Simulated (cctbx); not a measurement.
## SrRePdPbO6: precision against data quality

Space group F-43m (no. 216), a = 8.1400 Å, b = 8.1400 Å, c = 8.1400 Å, α = 90.00°, β = 90.00°, γ = 90.00°.

| atom | mult. | x | y | z | Ueq (Å²) |
| --- | --- | --- | --- | --- | --- |
| Pb1 | 4 | 1/4 | 1/4 | 3/4 | 0.0040 |
| Re1 | 4 | 1/2 | 0 | 0 | 0.0041 |
| Pd1 | 4 | 0 | 0 | 0 | 0.0045 |
| Sr1 | 4 | 1/4 | 1/4 | 1/4 | 0.0049 |
| O1 | 24 | 1/2 | 0 | 0.7532 | 0.0091 |

The model was made for the exercise: a known structure type with other elements put in, its volume estimated, not relaxed; displacement parameters are assumed.

Five simulated data sets (cctbx; Ag Kα, λ = 0.56087 Å; 1.5 % proportional error) differ in resolution or exposure (noise floor 15 counts in the first three, 8 in the last two). Each is refined with the right model, isotropic at 1.1 Å and anisotropic otherwise. How do the figures of merit and the uncertainties move?

| d min (Å) | top counts | ⟨I/σ⟩ (unmerged, absences included) | unique | param. (scale apart) | Rint | R1 | GooF | largest s.u. xyz (fractional) | s.u. U of O1 (Å²) | largest error (Å) |
| --- | --- | --- | --- | --- | --- | --- | --- | --- | --- | --- |
| 1.1 | 40000 | 7.3 | 35 | 6 | 0.013 | 0.0045 | 0.89 | 0.00043 | 0.0012 | 0.0002 |
| 0.84 | 40000 | 7.3 | 68 | 8 | 0.016 | 0.0052 | 0.93 | 0.00032 | 0.0012 | 0.0011 |
| 0.6 | 40000 | 6.5 | 165 | 8 | 0.017 | 0.0054 | 0.88 | 0.00021 | 0.0004 | 0.0012 |
| 0.75 | 300 | 0.7 | 94 | 8 | 0.203 | 0.0478 | 0.96 | 0.00650 | 0.0085 | 0.0077 |
| 0.75 | 3000 | 2.7 | 94 | 8 | 0.039 | 0.0152 | 0.92 | 0.00104 | 0.0019 | 0.0021 |

The number of reflections grows roughly as 1/d³: 35, 68 and 165 here. R1 follows the noise rather than the truth: at 300 counts it is 0.0478, at 3000 counts 0.0152, while GooF is 0.96 and 0.92: the weights 1/σ² carry the noise. The s.u. of U (U11 where anisotropic) for O1 goes 0.0012, 0.0012, 0.0004 Å² with resolution and 0.0085, 0.0019 Å² with exposure.

Hardware for the 0.6 Å refinement: 0.48 s on 1 thread of Arm Neoverse V2 (shared host), peak memory 0.09 GiB.
